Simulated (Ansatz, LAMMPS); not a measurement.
# Ionic liquid BMIM+ dicyanamide, from a frame at 450 K (90 atoms): geometry optimisation

Wanted: the relaxed structure of ionic liquid BMIM+ dicyanamide, from a frame at 450 K (90 atoms) and its electronic structure.

Method: Kohn-Sham DFT, PBE+D4, PAW (set soft_2), plane waves, in Ansatz 0.2.0.

### Step 1. The starting structure

The cell holds 90 atoms: 30 C, 15 N and 45 H. Cell: a = 9.903 Å, b = 9.903 Å, c = 9.903 Å, α = 90.0°, β = 90.0°, γ = 90.0°. 3 BMIM+, 3 dicyanamide placed at random, at 1.05 g/cm³; overlaps pushed apart, then 10 ps at 700 K with MMFF94 bonds, angles, torsions, charges and radii (Halgren, J. Comput. Chem. 17, 490 (1996)) in harmonic and 12-6 forms; charges of ions scaled by 0.8. Snapshot after 30 ps at 450 K and fixed volume.

Limits known from the start: The network of contacts between molecules at the start is that of the classical potential that made the cell. The density was typed from a rule of thumb and may lie off the real one at this temperature. Only the Γ point is sampled, in a cell whose shortest periodic width is 10 Å.

### Step 2. Single point at the start

A single point comes first, to see the forces before anything moves.

Contents of input.yaml:

```yaml
crystal:
  lattice:
    - [9.90267, 0.0, 0.0]
    - [0.0, 9.90267, 0.0]
    - [0.0, 0.0, 9.90267]
  atoms:
    - { symbol: C, position: [0.28712, 0.8209, 0.97957] }
    - { symbol: C, position: [0.37052, 0.9201, 0.0433] }
    - { symbol: C, position: [0.4405, 0.01308, 0.94335] }
    - { symbol: C, position: [0.34724, 0.11239, 0.87567] }
    [... 80 atom lines left out ...]
    - { symbol: "N", position: [0.3165, 0.74556, 0.34505] }
    - { symbol: "N", position: [0.76308, 0.76795, 0.95151] }
    - { symbol: C, position: [0.79873, 0.8794, 0.93601] }
    - { symbol: "N", position: [0.86057, 0.01588, 0.9257] }
    - { symbol: C, position: [0.97784, 0.02013, 0.01277] }
    - { symbol: "N", position: [0.06901, 0.00171, 0.08476] }
kpoints:
  mp_grid: { grid: [1, 1, 1] }
hamiltonian:
  xc: pbe
  dispersion: d4
scf:
  occupations: { method: fixed }
output:
  forces: true
  stress: true
  populations: true
  dos:
    method: { smearing: { sigma: 0.08 } }
    de: 0.1
    projected: { site_lists: { C: [C], H: [H], "N": ["N"] } }
  eigenvalues: true
```

Launch:

```
> ansatz run input.yaml --threads 4 --pin off --max-ram 8192MiB --backend cpu --events-out ev --progress --plain --runs-dir out
```

Elapsed: 8.8 s, on 4 threads of Arm Neoverse V2, shared host; peak memory 0.95 GiB; 33 s of CPU time.

The run gave:

```
free energy                                      : -13999.1420 eV
free energy per atom                             : -155.5460 eV/atom
SCF cycles                                       : 11
pressure                                         : 0.4757 GPa
r.m.s. force component                           : 1.696 eV/Å
longest force                                    : 12.5 eV/Å
Fermi energy                                     : 0.2432 eV
gap (highest filled to lowest empty level) : 2.737 eV
spilling of the projection                       : 0.01311
```

The r.m.s. force component of 1.7 eV/Å and the pressure of 0.48 GPa set the starting point.

Neighbours are counted within 1.34 Å (H-C), 1.85 Å (C-C), 1.79 Å (C-N).

Length of the force by element and coordination:

```csv
element,coordination,atoms,mean length of the force (eV/Å),spread,least,most
C,all,30,3.29,2.49,0.619,12.5
C,2,6,6.95,3.13,3.15,12.5
C,3,9,2.40,1.09,0.625,4.23
C,4,15,2.36,1.04,0.619,5.17
H,all,45,1.31,0.637,0.404,2.86
N,all,15,2.78,1.90,0.209,7.68
N,1,6,2.59,2.62,0.209,7.68
N,2,3,4.06,0.281,3.68,4.34
N,3,6,2.32,1.01,0.821,3.53
```

### Step 3. Relaxation

With the cell held, the atoms are moved downhill towards a nearby minimum.

input.yaml, the sections that differ from step 2:

```yaml
output:
  forces: true
relax:
  f_tol: 0.05
  max_steps: 200
# crystal, kpoints, hamiltonian, scf: as in step 2
```

The job ended after 3 min (4 threads; peak memory 0.9 GiB).

The steps of the relaxation (22 of 42):

```csv
step,energy less that of the first step (eV),largest force component (eV/Å)
1,0.0000,10.5857
3,-8.9397,1.9332
5,-9.7404,1.0471
7,-10.1018,0.5812
9,-10.2489,0.3505
11,-10.3419,0.3425
13,-10.3981,0.2523
15,-10.4286,0.1522
17,-10.4459,0.0972
19,-10.4570,0.0870
21,-10.4707,0.1654
22,-10.4755,0.2294
24,-10.4898,0.1375
26,-10.4982,0.0615
28,-10.5015,0.0731
30,-10.5062,0.1321
32,-10.5121,0.2110
34,-10.5310,0.2437
36,-10.5552,0.3086
38,-10.5738,0.2722
40,-10.5830,0.1259
42,-10.5845,0.0490
```

The atoms that moved most (Å):

```csv
atom,dx,dy,dz,length
H11,2.198,1.427,2.048,3.326
H12,1.015,0.907,2.339,2.706
H14,2.332,1.189,-0.041,2.618
C1,1.370,1.004,1.700,2.403
H46,0.597,-1.140,1.654,2.096
H13,0.514,0.646,1.926,2.095
H15,1.821,0.632,-0.172,1.935
H61,-1.560,1.023,-0.357,1.900
```

The relaxation changed the energy by -118 meV/atom, and atoms moved by 1.2 Å r.m.s., 3.3 Å at most.

### Step 4. Structure statistics after relaxation

Bonds before and after, by the cutoffs listed below:

```csv
pair,bonds before,bonds after,mean before (Å),mean after (Å),spread before (Å),spread after (Å)
H-C,45,45,1.100,1.096,0.039,0.005
C-C,12,12,1.462,1.489,0.062,0.070
C-N,30,30,1.361,1.335,0.119,0.094
```

Density 1.05 g/cm³, 10.79 Å³ an atom.

g(r), total and by pair (bins of 0.2 Å):

```csv
r (Å),total,H-H,H-C,H-N,C-C,C-N,N-N
1.00,2.97,0.00,8.90,0.00,0.00,0.00,0.00
1.20,1.15,0.00,2.04,0.00,0.00,4.26,0.00
1.40,1.31,0.00,0.00,0.00,1.36,10.47,0.00
1.60,0.37,0.00,0.00,0.00,3.33,0.00,0.00
1.80,0.81,3.26,0.00,0.00,0.00,0.00,0.00
2.00,0.29,0.00,0.00,1.75,0.00,0.00,0.00
2.20,1.68,0.31,2.72,2.31,1.21,1.04,2.18
2.40,0.72,1.67,0.00,0.30,1.16,0.28,3.37
2.60,0.91,2.06,0.49,0.26,1.58,0.13,0.00
2.80,0.93,0.92,1.46,1.31,0.00,0.00,0.00
3.00,0.81,1.25,0.93,0.83,0.18,0.28,0.00
3.20,0.86,0.71,1.21,0.93,0.58,0.41,0.34
3.40,0.97,0.74,1.34,0.87,0.29,1.33,0.29
3.60,0.97,0.74,1.02,0.93,0.99,1.54,0.26
3.80,1.06,1.31,0.89,1.06,1.31,0.82,0.95
4.00,1.12,1.03,0.81,1.56,1.12,1.40,1.71
4.20,1.08,1.18,0.94,1.17,1.13,0.97,1.35
4.40,0.91,0.75,0.97,0.91,0.92,0.93,1.58
4.60,1.08,0.95,1.01,1.25,1.25,1.18,1.14
4.80,0.95,0.72,1.24,0.72,0.82,1.15,0.74
```

Bonds by pair of elements; cutoffs follow the first minimum of g(r), held within bounds set by covalent radii, and pairs that aren't listed don't count as bonded:

```csv
pair A-B,cutoff (Å),bonds,mean length (Å),spread (Å),shortest (Å),B about A,A about B
H-C,1.34,45,1.10,0.005,1.08,1,1.5
C-C,1.85,12,1.49,0.07,1.37,0.8,0.8
C-N,1.79,30,1.33,0.094,1.18,1,2
```

How many atoms have how many bonded neighbours:

```csv
element,mean,1,2,3,4
C,3.3,0,6,9,15
H,1,45,0,0,0
N,2,6,3,6,0
```

Bond angles, per cent of each kind in bins of 5°:

```csv
angle (°),C-C-H,H-C-N,H-C-H,C-N-C
105–110,48.9,48.1,92.6,28.6
110–115,37.8,7.4,7.4,0.0
115–120,0.0,0.0,0.0,0.0
120–125,0.0,25.9,0.0,23.8
125–130,0.0,18.5,0.0,47.6
130–135,13.3,0.0,0.0,0.0
```

Bond angles (no mean is given where the spread exceeds 20°):

```csv
angle,count,mean (°),spread (°)
C-C-H,45,113,7.4
H-C-N,27,115,7.9
H-C-H,27,108,1.4
C-N-C,21,120,7.3
C-C-N,9,109,2.7
```

Bond length by coordination (bonds to H left out):

```csv
element,coordination,atoms,mean bond length (Å)
C,2,6,1.24
C,3,9,1.36
C,4,15,1.51
N,1,6,1.18
N,2,3,1.30
N,3,6,1.40
```

Rings of the network by King's shortest-path rule, up to 12 atoms, one path for each pair of neighbours; H, halogens, alkali and alkaline-earth atoms are left out, and the last column divides by all other atoms, bonded or not:

```csv
ring size (atoms),rings,per network atom
5,3,0.067
```

By these cutoffs 50 % of C atoms have 4, all H atoms have 1 and 40 % of N atoms have 1 and as many 3 bonded neighbours. The C-C-H angle averages 113° with a spread of 7°. All rings counted have 5 atoms.

### Step 5. Single point at the relaxed geometry

One more single point at the end of the walk gives the fuller output and checks the residual forces.

Contents of input.yaml:

```yaml
crystal:
  lattice:
    - [9.90267, 0.0, 0.0]
    - [0.0, 9.90267, 0.0]
    - [0.0, 0.0, 9.90267]
  atoms:
    - { symbol: C, position: [0.42545, 0.92232, 0.15124] }
    - { symbol: C, position: [0.53883, 0.99699, 0.07751] }
    - { symbol: C, position: [0.52252, 0.00466, 0.92391] }
    - { symbol: C, position: [0.39198, 0.07099, 0.87525] }
    [... 80 atom lines left out ...]
    - { symbol: "N", position: [0.28355, 0.60258, 0.28958] }
    - { symbol: "N", position: [0.78285, 0.71217, 0.93164] }
    - { symbol: C, position: [0.84491, 0.81379, 0.93765] }
    - { symbol: "N", position: [0.91015, 0.92822, 0.92997] }
    - { symbol: C, position: [0.97858, 0.9808, 0.02866] }
    - { symbol: "N", position: [0.04448, 0.03804, 0.11019] }
kpoints:
  mp_grid: { grid: [1, 1, 1] }
hamiltonian:
  xc: pbe
  dispersion: d4
scf:
  occupations: { method: fixed }
output:
  forces: true
  stress: true
  populations: true
  dos:
    method: { smearing: { sigma: 0.15 } }
    de: 0.1
    projected: { site_lists: { C: [C], H: [H], "N": ["N"] } }
  eigenvalues: true
  write_density: true
  write_potential: true
  volumetric_format: npy
```

The job ended after 9.3 s (4 threads; peak memory 0.96 GiB; 34 s of CPU time).

The program notes that the exchange-correlation potential is rough where the density is thin.

The run gave:

* free energy: -14009.7264 eV
* free energy per atom: -155.6636 eV/atom
* SCF cycles: 11
* pressure: -0.2916 GPa
* r.m.s. force component: 0.00901 eV/Å
* longest force: 0.05269 eV/Å
* Fermi energy: 0.09359 eV
* gap (highest filled to lowest empty level): 3.138 eV
* spilling of the projection: 0.01329

Löwdin charges by element and coordination (they lack the spilled electrons, 0.035 e an atom on average):

```csv
element,coordination,atoms,mean charge (e),spread,least,most
C,all,30,-0.101,0.235,-0.460,0.293
C,2,6,0.275,0.0137,0.258,0.293
C,3,9,-0.0226,0.0607,-0.0739,0.0723
C,4,15,-0.298,0.0965,-0.460,-0.157
H,all,45,0.205,0.0265,0.153,0.249
N,all,15,-0.202,0.211,-0.405,0.0609
N,1,6,-0.393,0.01,-0.405,-0.379
N,2,3,-0.334,0.0038,-0.339,-0.331
N,3,6,0.0549,0.0055,0.0448,0.0609
```

Density of states as counts of states in windows of 1 eV (from the Fermi level), total and the larger projections:

```csv
from (eV),to (eV),total,C p,N p,H s,C s
-14,-13,5.8,0.4,1.4,1.1,2.8
-13,-12,5.5,0.6,0.7,1.3,2.6
-12,-11,8.1,2.0,1.6,1.6,2.7
-11,-10,14.0,4.7,4.7,1.4,2.6
-10,-9,7.7,2.9,0.7,1.9,1.9
-9,-8,6.2,2.5,0.6,1.7,1.1
-8,-7,8.7,4.2,3.1,1.0,0.2
-7,-6,27.1,14.8,4.7,6.1,0.8
-6,-5,21.6,12.4,4.5,4.0,0.2
-5,-4,24.4,14.8,3.7,5.2,0.1
-4,-3,20.8,6.8,7.5,3.1,0.4
-3,-2,29.1,13.7,9.6,4.8,0.2
-2,-1,10.1,5.9,3.7,0.1,0.0
-1,0,7.3,0.4,6.7,0.0,0.0
0,1,0.8,0.0,0.8,0.0,0.0
1,2,0.0,0.0,0.0,0.0,0.0
2,3,0.3,0.2,0.1,0.0,0.0
3,4,6.5,3.6,2.0,0.4,0.1
4,5,11.8,5.4,1.6,1.6,0.8
```

With fixed occupations the program's Fermi level is the highest filled level; weight inside the gap is the broadening of levels at its edges.

Between -23 and -14 eV lie 43 more states.

The levels nearest the highest filled one (over half full), pooled over k-points and spins:

```csv
level less the highest filled one (eV),occupation
-1.19,2
-1.15,2
-0.732,2
-0.371,2
-0.351,2
0,2
3.14,0
3.35,0
3.71,0
4.06,0
4.25,0
4.30,0
```

Mean Löwdin charges: C -0.10, H +0.21, N -0.20 e (they miss 1.3 % of the electrons, so they add up to more than the cell's charge). The largest share in the top eV of filled states is N p (93 % of the projected weight), and in the lowest eV of empty states C p (61 % of the projected weight).

### Step 6. Summary of results

- energy change in the relaxation: -117.6 meV/atom
- r.m.s. displacement: 1.191 Å
- largest displacement: 3.326 Å
- free energy per atom: -155.6636 eV/atom
- pressure: -0.2916 GPa
- r.m.s. force component: 0.00901 eV/Å
- gap (highest filled to lowest empty level): 3.138 eV
- wall time of the 3 DFT runs: 3.3 min

Relaxation lowers the energy by 118 meV/atom and moves atoms by 1.2 Å r.m.s.; the r.m.s. force component goes from 1.7 to 0.0090 eV/Å, the pressure goes from 0.48 to -0.29 GPa, and the gap from 2.74 to 3.14 eV. By the final cutoffs no bond was broken or made. From the first step to the last the energy fell by 10.585 eV, and the largest move was 3.33 Å (H11). The C-C bonds go from 1.462 Å (spread 0.062) to 1.489 Å (spread 0.070). Counting bonds as in the table, 50 % of C atoms have 4, all H atoms have 1 and 40 % of N atoms have 1 and as many 3 bonded neighbours. Between filled and empty levels lie 3.14 eV (at Γ alone); a semilocal functional tends to put such gaps too low. In a disordered cell it changes from sample to sample and from frame to frame.

What to keep in mind: The network of contacts between molecules at the start is that of the classical potential that made the cell; in DFT atoms moved by 1.2 Å r.m.s.

[Logs are printed without paths, hosts, clocks, repeated set-up lines and the standing remarks that a program may print on its own settings, such as how far it seeks lower states.]

[Hosts, paths, dates, database ids (printed as entryN), source tags and the programs' standing remarks are cut or masked in the printed files.]

[The MMFF94 radii named for the starting cell were scaled by 0.96; in molecules described by MMFF94, hydrogen bound to N, O or S took a small fixed 12-6 site in their place.]
